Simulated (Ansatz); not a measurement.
# Local environments in TiPt3(100)/TiO2(001) interface (64 atoms)

The cell holds 64 atoms: 20 Ti, 12 Pt and 32 O. Cell: a = 5.432 Å, b = 5.432 Å, c = 37.185 Å, α = 90.0°, β = 90.0°, γ = 90.0°. It derives from TiPt3 and TiO2. Cu3Au-type TiPt3(100), 2 repeat layers, 2 surface cells, strained -1.44 and -1.44 %; anatase TiO2(001), 2 layers, 2 cells, +1.48 and +1.48 %; outer planes 2.03 Å apart, 12 Å of vacuum above; not relaxed, displaced by a Gaussian of 0.02 Å. Regions: TiPt3, 16 atoms (4 Ti and 12 Pt); TiO2, 48 atoms (16 Ti and 32 O). Vacuum lies along c.

Computed with Ansatz 0.2.0: Kohn-Sham DFT, PBE, PAW (set soft_2), plane waves; cutoff 420 eV, k-mesh 3×3×1, gaussian smearing of 0.025 eV. Geometry: the geometry as built.

The whole cell was solved; only parts of it are printed.

A closer look about Ti41, which has 5 bonded neighbours where the commonest count for Ti is 6: 49 atoms, nearest first, numbered in the order of the input, with positions taken from that point.

| atom | x | y | z | distance (Å) | bonds | Löwdin charge (e) | Fx | Fy | Fz (eV/Å) |
| --- | --- | --- | --- | --- | --- | --- | --- | --- | --- |
| Ti41 | 0.00 | 0.00 | 0.00 | 0.00 | 5 | 1.21 | 0.76 | -0.47 | 0.51 |
| O26 | -1.31 | 1.36 | 0.40 | 1.93 | 3 | -0.63 | 0.00 | -0.17 | 0.18 |
| O24 | 1.38 | 1.32 | -0.37 | 1.94 | 2 | -0.66 | 0.10 | 0.06 | 1.01 |
| O48 | -1.34 | -1.39 | -0.40 | 1.97 | 2 | -0.65 | -0.07 | 0.04 | 1.54 |
| O45 | 0.02 | -0.04 | 2.00 | 2.00 | 3 | -0.64 | -0.01 | 0.04 | -0.58 |
| O50 | 1.38 | -1.43 | 0.40 | 2.02 | 3 | -0.66 | -0.10 | 0.29 | 0.20 |
| Pt7 | 1.21 | -1.25 | -2.38 | 2.95 | 0 | 0.05 | -0.90 | -0.57 | -0.65 |
| Pt16 | 1.17 | 1.41 | -2.38 | 3.01 | 0 | 0.29 | 0.26 | 0.85 | -0.88 |
| Ti19 | -1.31 | 1.33 | 2.38 | 3.03 | 6 | 1.35 | 0.39 | -0.13 | 0.63 |
| Ti43 | 1.41 | -1.40 | 2.39 | 3.11 | 6 | 1.35 | -0.52 | 0.16 | -0.91 |
| Pt8 | -1.58 | -1.27 | -2.38 | 3.13 | 0 | 0.30 | 0.75 | 0.21 | -1.25 |
| Pt15 | -1.52 | 1.45 | -2.44 | 3.22 | 0 | 0.04 | -0.30 | 0.01 | -0.51 |
| Ti17 | -2.64 | 2.68 | 0.04 | 3.77 | 5 | 1.22 | -0.93 | 0.31 | -0.19 |
| Ti17 | -2.64 | -2.75 | 0.04 | 3.81 | 5 | 1.22 | -0.93 | 0.31 | -0.19 |
| O27 | -2.69 | 0.00 | 2.75 | 3.85 | 3 | -0.64 | -0.24 | -0.42 | -0.19 |
| O51 | 0.05 | 2.68 | 2.78 | 3.86 | 3 | -0.65 | -0.12 | 0.00 | -0.55 |
| Ti17 | 2.79 | 2.68 | 0.04 | 3.87 | 5 | 1.22 | -0.93 | 0.31 | -0.19 |
| O27 | 2.74 | 0.00 | 2.75 | 3.89 | 3 | -0.64 | -0.24 | -0.42 | -0.19 |
| O51 | 0.05 | -2.75 | 2.78 | 3.92 | 3 | -0.65 | -0.12 | 0.00 | -0.55 |
| Ti17 | 2.79 | -2.75 | 0.04 | 3.92 | 5 | 1.22 | -0.93 | 0.31 | -0.19 |
| O50 | 1.38 | 4.00 | 0.40 | 4.25 | 3 | -0.66 | -0.10 | 0.29 | 0.20 |
| O48 | -1.34 | 4.05 | -0.40 | 4.28 | 2 | -0.65 | -0.07 | 0.04 | 1.54 |
| O24 | -4.06 | 1.32 | -0.37 | 4.28 | 2 | -0.66 | 0.10 | 0.06 | 1.01 |
| O21 | -2.70 | 2.68 | 1.98 | 4.29 | 3 | -0.62 | 0.37 | -0.07 | -0.12 |
| O26 | -1.31 | -4.08 | 0.40 | 4.30 | 3 | -0.63 | 0.00 | -0.17 | 0.18 |
| O21 | 2.74 | 2.68 | 1.98 | 4.32 | 3 | -0.62 | 0.37 | -0.07 | -0.12 |
| O50 | -4.06 | -1.43 | 0.40 | 4.32 | 3 | -0.66 | -0.10 | 0.29 | 0.20 |
| O21 | -2.70 | -2.75 | 1.98 | 4.33 | 3 | -0.62 | 0.37 | -0.07 | -0.12 |
| O48 | 4.10 | -1.39 | -0.40 | 4.34 | 2 | -0.65 | -0.07 | 0.04 | 1.54 |
| O24 | 1.38 | -4.11 | -0.37 | 4.35 | 2 | -0.66 | 0.10 | 0.06 | 1.01 |
| O21 | 2.74 | -2.75 | 1.98 | 4.36 | 3 | -0.62 | 0.37 | -0.07 | -0.12 |
| O26 | 4.13 | 1.36 | 0.40 | 4.36 | 3 | -0.63 | 0.00 | -0.17 | 0.18 |
| Ti5 | -0.15 | 0.08 | -4.38 | 4.39 | 0 | 0.31 | -0.09 | 0.03 | 1.35 |
| Pt8 | 3.85 | -1.27 | -2.38 | 4.70 | 0 | 0.30 | 0.75 | 0.21 | -1.25 |
| O23 | -1.34 | 1.33 | 4.33 | 4.73 | 3 | -0.65 | 0.00 | -0.09 | 0.14 |
| O47 | 1.39 | -1.40 | 4.33 | 4.76 | 3 | -0.63 | 0.18 | 0.18 | 0.32 |
| Pt16 | 1.17 | -4.02 | -2.38 | 4.82 | 0 | 0.29 | 0.26 | 0.85 | -0.88 |
| Pt15 | 3.91 | 1.45 | -2.44 | 4.83 | 0 | 0.04 | -0.30 | 0.01 | -0.51 |
| Ti43 | -4.02 | -1.40 | 2.39 | 4.88 | 6 | 1.35 | -0.52 | 0.16 | -0.91 |
| Ti43 | 1.41 | 4.03 | 2.39 | 4.89 | 6 | 1.35 | -0.52 | 0.16 | -0.91 |
| Pt15 | -1.52 | -3.98 | -2.44 | 4.91 | 0 | 0.04 | -0.30 | 0.01 | -0.51 |
| Ti19 | -1.31 | -4.10 | 2.38 | 4.92 | 6 | 1.35 | 0.39 | -0.13 | 0.63 |
| Ti19 | 4.12 | 1.33 | 2.38 | 4.94 | 6 | 1.35 | 0.39 | -0.13 | 0.63 |
| Pt7 | 1.21 | 4.18 | -2.38 | 4.96 | 0 | 0.05 | -0.90 | -0.57 | -0.65 |
| Pt7 | -4.22 | -1.25 | -2.38 | 5.01 | 0 | 0.05 | -0.90 | -0.57 | -0.65 |
| Pt14 | 2.53 | 0.10 | -4.36 | 5.05 | 0 | 0.13 | 0.17 | -0.27 | 0.13 |
| Pt8 | -1.58 | 4.16 | -2.38 | 5.05 | 0 | 0.30 | 0.75 | 0.21 | -1.25 |
| Pt16 | -4.26 | 1.41 | -2.38 | 5.08 | 0 | 0.29 | 0.26 | 0.85 | -0.88 |
| Pt6 | -0.20 | -2.59 | -4.39 | 5.10 | 0 | 0.13 | 0.49 | -0.39 | 0.80 |

The column of bonds counts only the pairs O-Ti within 2.64 Å; other neighbours, such as metal atoms beside each other in a compound, aren't counted, and periodic images can show an atom twice.

Local excerpt of 25 atoms (numbers count through the whole input) about O49, which bears the longest force; x, y, z are measured from there.

| atom | x | y | z | distance (Å) | bonds | Löwdin charge (e) | Fx | Fy | Fz (eV/Å) |
| --- | --- | --- | --- | --- | --- | --- | --- | --- | --- |
| O49 | 0.00 | 0.00 | 0.00 | 0.00 | 3 | -0.63 | -0.19 | 0.27 | -1.81 |
| Ti44 | 0.00 | 0.02 | 1.88 | 1.88 | 6 | 1.36 | 0.40 | 0.41 | 1.67 |
| Ti42 | 1.37 | -1.31 | -0.43 | 1.94 | 6 | 1.36 | -0.37 | -0.69 | 0.00 |
| Ti18 | -1.37 | 1.34 | -0.48 | 1.98 | 6 | 1.37 | 0.45 | 0.72 | 0.76 |
| O46 | 1.37 | -1.36 | 1.47 | 2.42 | 3 | -0.63 | -0.04 | 0.25 | 0.79 |
| O22 | -1.35 | 1.34 | 1.51 | 2.43 | 3 | -0.64 | -0.37 | 0.44 | -0.06 |
| O23 | -0.01 | -2.68 | -0.85 | 2.81 | 3 | -0.65 | 0.00 | -0.09 | 0.14 |
| O47 | -2.71 | 0.02 | -0.85 | 2.84 | 3 | -0.63 | 0.18 | 0.18 | 0.32 |
| O47 | 2.72 | 0.02 | -0.85 | 2.85 | 3 | -0.63 | 0.18 | 0.18 | 0.32 |
| O23 | -0.01 | 2.75 | -0.85 | 2.88 | 3 | -0.65 | 0.00 | -0.09 | 0.14 |
| O28 | -1.36 | -1.34 | 2.32 | 3.01 | 3 | -0.64 | -0.02 | -0.13 | -0.77 |
| O52 | 1.36 | 1.41 | 2.29 | 3.02 | 3 | -0.66 | 0.02 | -0.10 | -0.42 |
| O51 | 1.38 | -1.33 | -2.39 | 3.07 | 3 | -0.65 | -0.12 | 0.00 | -0.55 |
| O27 | -1.36 | 1.42 | -2.43 | 3.12 | 3 | -0.64 | -0.24 | -0.42 | -0.19 |
| O45 | 1.35 | 1.38 | -3.18 | 3.72 | 3 | -0.64 | -0.01 | 0.04 | -0.58 |
| O21 | -1.36 | -1.33 | -3.19 | 3.72 | 3 | -0.62 | 0.37 | -0.07 | -0.12 |
| O25 | 2.71 | -2.69 | -0.02 | 3.82 | 3 | -0.63 | 0.49 | -0.41 | -1.15 |
| O25 | -2.72 | -2.69 | -0.02 | 3.83 | 3 | -0.63 | 0.49 | -0.41 | -1.15 |
| O60 | 0.00 | 0.02 | 3.84 | 3.84 | 3 | -0.66 | -0.08 | 0.01 | 0.42 |
| O25 | 2.71 | 2.74 | -0.02 | 3.85 | 3 | -0.63 | 0.49 | -0.41 | -1.15 |
| O25 | -2.72 | 2.74 | -0.02 | 3.87 | 3 | -0.63 | 0.49 | -0.41 | -1.15 |
| Ti19 | 0.02 | -2.68 | -2.80 | 3.87 | 6 | 1.35 | 0.39 | -0.13 | 0.63 |
| Ti43 | -2.69 | 0.02 | -2.79 | 3.88 | 6 | 1.35 | -0.52 | 0.16 | -0.91 |
| Ti43 | 2.74 | 0.02 | -2.79 | 3.91 | 6 | 1.35 | -0.52 | 0.16 | -0.91 |
| Ti19 | 0.02 | 2.75 | -2.80 | 3.93 | 6 | 1.35 | 0.39 | -0.13 | 0.63 |

The column of bonds counts only the pairs O-Ti within 2.64 Å; other neighbours, such as metal atoms beside each other in a compound, aren't counted, and periodic images can show an atom twice.

The surroundings of Ti13, whose charge lies farthest from its element's mean, nearest first, numbered as they follow in the input and with coordinates relative to it.

| atom | x | y | z | distance (Å) | bonds | Löwdin charge (e) | Fx | Fy | Fz (eV/Å) |
| --- | --- | --- | --- | --- | --- | --- | --- | --- | --- |
| Ti13 | 0.00 | 0.00 | 0.00 | 0.00 | 0 | 0.31 | -0.10 | -0.09 | 1.31 |
| Pt6 | 2.68 | 0.04 | 0.00 | 2.68 | 0 | 0.13 | 0.49 | -0.39 | 0.80 |
| Pt14 | -0.02 | -2.71 | 0.02 | 2.71 | 0 | 0.13 | 0.17 | -0.27 | 0.13 |
| Pt14 | -0.02 | 2.72 | 0.02 | 2.72 | 0 | 0.13 | 0.17 | -0.27 | 0.13 |
| Pt4 | 1.37 | 1.36 | -1.94 | 2.73 | 0 | 0.10 | -0.54 | 0.15 | -0.89 |
| Pt11 | 1.34 | -1.36 | -1.96 | 2.74 | 0 | 0.09 | -0.03 | -0.14 | -0.31 |
| Pt15 | 1.36 | -1.35 | 1.95 | 2.74 | 0 | 0.04 | -0.30 | 0.01 | -0.51 |
| Pt12 | -1.36 | -1.37 | -1.95 | 2.75 | 0 | 0.11 | -0.22 | 0.07 | -0.35 |
| Pt3 | -1.37 | 1.35 | -1.97 | 2.75 | 0 | 0.10 | 0.23 | -0.03 | -0.43 |
| Pt8 | 1.30 | 1.36 | 2.01 | 2.75 | 0 | 0.30 | 0.75 | 0.21 | -1.25 |
| Pt6 | -2.75 | 0.04 | 0.00 | 2.75 | 0 | 0.13 | 0.49 | -0.39 | 0.80 |
| Pt7 | -1.34 | 1.38 | 2.00 | 2.78 | 0 | 0.05 | -0.90 | -0.57 | -0.65 |
| Pt16 | -1.38 | -1.39 | 2.00 | 2.81 | 0 | 0.29 | 0.26 | 0.85 | -0.88 |
| Ti5 | -2.70 | 2.71 | 0.00 | 3.83 | 0 | 0.31 | -0.09 | 0.03 | 1.35 |
| Ti5 | -2.70 | -2.72 | 0.00 | 3.84 | 0 | 0.31 | -0.09 | 0.03 | 1.35 |
| Ti5 | 2.73 | 2.71 | 0.00 | 3.85 | 0 | 0.31 | -0.09 | 0.03 | 1.35 |
| Ti5 | 2.73 | -2.72 | 0.00 | 3.85 | 0 | 0.31 | -0.09 | 0.03 | 1.35 |
| Ti9 | -0.05 | -0.03 | -3.93 | 3.93 | 0 | 0.40 | 0.08 | 0.15 | -0.40 |
| Ti17 | 0.24 | -0.12 | 4.43 | 4.43 | 5 | 1.22 | -0.93 | 0.31 | -0.19 |
| O24 | -1.18 | -1.48 | 4.02 | 4.44 | 2 | -0.66 | 0.10 | 0.06 | 1.01 |
| O48 | 1.54 | 1.24 | 3.98 | 4.45 | 2 | -0.65 | -0.07 | 0.04 | 1.54 |
| Pt4 | -4.06 | 1.36 | -1.94 | 4.70 | 0 | 0.10 | -0.54 | 0.15 | -0.89 |
| Pt12 | -1.36 | 4.06 | -1.95 | 4.71 | 0 | 0.11 | -0.22 | 0.07 | -0.35 |
| Pt11 | 1.34 | 4.07 | -1.96 | 4.71 | 0 | 0.09 | -0.03 | -0.14 | -0.31 |
| Pt4 | 1.37 | -4.07 | -1.94 | 4.71 | 0 | 0.10 | -0.54 | 0.15 | -0.89 |
| Pt3 | 4.07 | 1.35 | -1.97 | 4.71 | 0 | 0.10 | 0.23 | -0.03 | -0.43 |
| Pt15 | -4.07 | -1.35 | 1.95 | 4.72 | 0 | 0.04 | -0.30 | 0.01 | -0.51 |
| Pt7 | -1.34 | -4.05 | 2.00 | 4.72 | 0 | 0.05 | -0.90 | -0.57 | -0.65 |
| Pt12 | 4.07 | -1.37 | -1.95 | 4.72 | 0 | 0.11 | -0.22 | 0.07 | -0.35 |
| Pt16 | -1.38 | 4.04 | 2.00 | 4.72 | 0 | 0.29 | 0.26 | 0.85 | -0.88 |
| Pt15 | 1.36 | 4.08 | 1.95 | 4.72 | 0 | 0.04 | -0.30 | 0.01 | -0.51 |
| Pt8 | 1.30 | -4.07 | 2.01 | 4.72 | 0 | 0.30 | 0.75 | 0.21 | -1.25 |
| Pt16 | 4.05 | -1.39 | 2.00 | 4.73 | 0 | 0.29 | 0.26 | 0.85 | -0.88 |
| Pt3 | -1.37 | -4.08 | -1.97 | 4.73 | 0 | 0.10 | 0.23 | -0.03 | -0.43 |
| Pt2 | 2.68 | -0.05 | -3.90 | 4.74 | 0 | -0.07 | 0.13 | 0.18 | -0.48 |
| Pt11 | -4.09 | -1.36 | -1.96 | 4.74 | 0 | 0.09 | -0.03 | -0.14 | -0.31 |
| Pt7 | 4.09 | 1.38 | 2.00 | 4.76 | 0 | 0.05 | -0.90 | -0.57 | -0.65 |
| Pt2 | -2.75 | -0.05 | -3.90 | 4.78 | 0 | -0.07 | 0.13 | 0.18 | -0.48 |
| Pt10 | -0.05 | -2.71 | -3.95 | 4.79 | 0 | -0.07 | 0.26 | -0.13 | -0.07 |
| Pt8 | -4.13 | 1.36 | 2.01 | 4.79 | 0 | 0.30 | 0.75 | 0.21 | -1.25 |
| Pt10 | -0.05 | 2.72 | -3.95 | 4.80 | 0 | -0.07 | 0.26 | -0.13 | -0.07 |
| O50 | -1.18 | 1.20 | 4.79 | 5.07 | 3 | -0.66 | -0.10 | 0.29 | 0.20 |
| O26 | 1.57 | -1.45 | 4.79 | 5.25 | 3 | -0.63 | 0.00 | -0.17 | 0.18 |
| Ti13 | -5.43 | 0.00 | 0.00 | 5.43 | 0 | 0.31 | -0.10 | -0.09 | 1.31 |
| Ti13 | 0.00 | -5.43 | 0.00 | 5.43 | 0 | 0.31 | -0.10 | -0.09 | 1.31 |
| Ti13 | 0.00 | 5.43 | 0.00 | 5.43 | 0 | 0.31 | -0.10 | -0.09 | 1.31 |
| Ti13 | 5.43 | 0.00 | 0.00 | 5.43 | 0 | 0.31 | -0.10 | -0.09 | 1.31 |
| Ti1 | 2.71 | 2.68 | -3.92 | 5.47 | 0 | 0.39 | -0.07 | 0.03 | -0.43 |
| Ti1 | -2.72 | 2.68 | -3.92 | 5.48 | 0 | 0.39 | -0.07 | 0.03 | -0.43 |
| Ti1 | 2.71 | -2.75 | -3.92 | 5.50 | 0 | 0.39 | -0.07 | 0.03 | -0.43 |
| Ti1 | -2.72 | -2.75 | -3.92 | 5.51 | 0 | 0.39 | -0.07 | 0.03 | -0.43 |

The column of bonds counts only the pairs O-Ti within 2.64 Å; other neighbours, such as metal atoms beside each other in a compound, aren't counted, and periodic images can show an atom twice.

Local excerpt of 25 atoms (numbers count through the whole input) about O52, picked at random; x, y, z are measured from there.

| atom | x | y | z | distance (Å) | bonds | Löwdin charge (e) | Fx | Fy | Fz (eV/Å) |
| --- | --- | --- | --- | --- | --- | --- | --- | --- | --- |
| O52 | 0.00 | 0.00 | 0.00 | 0.00 | 3 | -0.66 | 0.02 | -0.10 | -0.42 |
| Ti53 | 0.00 | 0.01 | 1.98 | 1.98 | 6 | 1.36 | -0.25 | -0.73 | -0.48 |
| Ti44 | -1.36 | -1.38 | -0.41 | 1.98 | 6 | 1.36 | 0.40 | 0.41 | 1.67 |
| Ti20 | 1.39 | 1.35 | -0.42 | 1.99 | 6 | 1.36 | -0.40 | -0.51 | 0.69 |
| O36 | 1.35 | 1.35 | 1.58 | 2.48 | 3 | -0.64 | -0.12 | -0.03 | 0.29 |
| O60 | -1.36 | -1.38 | 1.55 | 2.48 | 3 | -0.66 | -0.08 | 0.01 | 0.42 |
| O46 | 0.01 | 2.67 | -0.82 | 2.79 | 3 | -0.63 | -0.04 | 0.25 | 0.79 |
| O22 | -2.71 | -0.06 | -0.79 | 2.82 | 3 | -0.64 | -0.37 | 0.44 | -0.06 |
| O22 | 2.72 | -0.06 | -0.79 | 2.83 | 3 | -0.64 | -0.37 | 0.44 | -0.06 |
| O46 | 0.01 | -2.76 | -0.82 | 2.88 | 3 | -0.63 | -0.04 | 0.25 | 0.79 |
| O25 | 1.34 | 1.34 | -2.32 | 2.99 | 3 | -0.63 | 0.49 | -0.41 | -1.15 |
| O49 | -1.36 | -1.41 | -2.29 | 3.02 | 3 | -0.63 | -0.19 | 0.27 | -1.81 |
| O62 | 1.32 | -1.36 | 2.34 | 3.02 | 3 | -0.64 | 0.45 | -0.30 | -0.27 |
| O38 | -1.40 | 1.35 | 2.37 | 3.06 | 3 | -0.63 | 0.09 | 0.01 | -0.51 |
| O23 | -1.37 | 1.35 | -3.14 | 3.68 | 3 | -0.65 | 0.00 | -0.09 | 0.14 |
| O47 | 1.36 | -1.38 | -3.14 | 3.69 | 3 | -0.63 | 0.18 | 0.18 | 0.32 |
| O28 | 2.71 | 2.68 | 0.03 | 3.82 | 3 | -0.64 | -0.02 | -0.13 | -0.77 |
| O28 | -2.72 | 2.68 | 0.03 | 3.82 | 3 | -0.64 | -0.02 | -0.13 | -0.77 |
| Ti42 | 0.01 | -2.71 | -2.72 | 3.85 | 6 | 1.36 | -0.37 | -0.69 | 0.00 |
| Ti42 | 0.01 | 2.72 | -2.72 | 3.85 | 6 | 1.36 | -0.37 | -0.69 | 0.00 |
| O28 | 2.71 | -2.75 | 0.03 | 3.86 | 3 | -0.64 | -0.02 | -0.13 | -0.77 |
| O28 | -2.72 | -2.75 | 0.03 | 3.87 | 3 | -0.64 | -0.02 | -0.13 | -0.77 |
| Ti18 | 2.70 | -0.06 | -2.77 | 3.87 | 6 | 1.37 | 0.45 | 0.72 | 0.76 |
| Ti18 | -2.73 | -0.06 | -2.77 | 3.89 | 6 | 1.37 | 0.45 | 0.72 | 0.76 |
| O57 | -0.03 | -0.04 | 3.89 | 3.89 | 3 | -0.64 | -0.16 | 0.29 | 0.65 |

The column of bonds counts only the pairs O-Ti within 2.64 Å; other neighbours, such as metal atoms beside each other in a compound, aren't counted, and periodic images can show an atom twice.

Neighbours are counted within 2.64 Å (O-Ti).

Length of the force by element and coordination:

| element | coordination | atoms | mean length of the force (eV/Å) | spread | least | most |
| --- | --- | --- | --- | --- | --- | --- |
| O | all | 32 | 0.606 | 0.362 | 0.161 | 1.84 |
| O | 2 | 4 | 0.895 | 0.426 | 0.465 | 1.54 |
| O | 3 | 28 | 0.565 | 0.332 | 0.161 | 1.84 |
| Pt | all | 12 | 0.754 | 0.405 | 0.303 | 1.47 |
| Ti | all | 20 | 0.946 | 0.297 | 0.435 | 1.76 |
| Ti | 0 | 4 | 0.884 | 0.448 | 0.435 | 1.35 |
| Ti | 5 | 4 | 0.975 | 0.051 | 0.890 | 1.03 |
| Ti | 6 | 12 | 0.957 | 0.279 | 0.630 | 1.76 |

Löwdin charges by element and coordination (they lack the spilled electrons, 0.056 e an atom on average):

| element | coordination | atoms | mean charge (e) | spread | least | most |
| --- | --- | --- | --- | --- | --- | --- |
| O | all | 32 | -0.643 | 0.0193 | -0.703 | -0.61 |
| O | 2 | 4 | -0.677 | 0.0221 | -0.703 | -0.652 |
| O | 3 | 28 | -0.638 | 0.0129 | -0.663 | -0.61 |
| Pt | all | 12 | 0.100 | 0.109 | -0.0747 | 0.303 |
| Ti | all | 20 | 1.15 | 0.401 | 0.309 | 1.40 |
| Ti | 0 | 4 | 0.353 | 0.0424 | 0.309 | 0.396 |
| Ti | 5 | 4 | 1.30 | 0.0912 | 1.21 | 1.40 |
| Ti | 6 | 12 | 1.36 | 0.0059 | 1.35 | 1.37 |

The cell is under 6 Å thick along two periodic directions, so every atom has periodic images of itself close by, which move with it and show among its neighbours and in g(r). The main run has no spin polarisation, so moments on Ti can't form in it, and no Hubbard term. The Löwdin charges lack the electrons that the projection spills, 0.056 e an atom on average.

[Hosts, paths, dates, database ids (printed as entryN), source tags and the programs' standing remarks are cut or masked in the printed files.]
